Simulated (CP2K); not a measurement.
The O K edge of methyl vinyl ether was computed by TDDFT (CP2K XAS_TDP, aug-cc-pVDZ, TDA) at these levels: PBE0, PBEh(45%) and PBEh(45%) + GW2X. The first three lines of O3 (bonded to 2 C) with a strength over 0.0015, energy in eV and strength:

```csv
run,first,second,third
1,531.39 (0.010),531.85 (0.022),533.17 (0.004)
2,536.15 (0.010),536.62 (0.022),537.94 (0.004)
3,522.45 (0.007),523.36 (0.006),523.90 (0.003)
```

Which run is which?

Run 1: PBEh(45%) (45 % exact exchange). Run 2: PBEh(45%) + GW2X (45 % exact exchange). Run 3: PBE0 (25 % exact exchange). Self-interaction lifts the core level, so the uncorrected lines rise with the share of exact exchange. The GW2X run keeps the spacings of its parent: 0.47 eV between the first two lines in run 2, 0.46 eV in run 1. Its shift is +4.76 eV, since the Kohn–Sham level at this share of exchange lies that far above the quasiparticle level.

[Banner, clock and machine lines of the logs are left out without a mark of their own.]

[Logs are printed without paths, hosts, clocks, repeated set-up lines and the standing remarks that a program may print on its own settings, such as how far it seeks lower states.]

[Hosts, paths, dates, database ids (printed as entryN), source tags and the programs' standing remarks are cut or masked in the printed files.]
